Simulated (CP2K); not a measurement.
Two runs for the O K edge of boric acid. Run A: CP2K XAS_TDP, all-electron GAPW, PBEh(45%), aug-cc-pVDZ, TDA, no relativity. Run B differs in one setting.

First lines with a strength over 0.0015. A:

```csv
atom,energy (eV),states,"strength, one atom"
O1 (bonded to B and H),530.25,1,0.0137
,531.44,1,0.0069
,531.64,1,0.0209
,532.49,1,0.0036
,532.89,1,0.0033
```

B:

```csv
atom,energy (eV),states,"strength, one atom"
O1 (bonded to B and H),535.89,1,0.0136
,537.08,1,0.0068
,537.28,1,0.0207
,538.13,1,0.0036
,538.53,1,0.0032
```

**Question.** Which was it: scalar relativity switched on, GW2X switched on, the functional, the basis?

GW2X switched on. GW2X shifts an atom's lines together and keeps their spacings. Against PBEh(45%) in aug-cc-pVDZ, the leading line moves by +5.64 eV, to 535.89 eV.

[Banner, clock and machine lines of the logs are left out without a mark of their own.]

[Logs are printed without paths, hosts, clocks, repeated set-up lines and the standing remarks that a program may print on its own settings, such as how far it seeks lower states.]

[Hosts, paths, dates, database ids (printed as entryN), source tags and the programs' standing remarks are cut or masked in the printed files.]
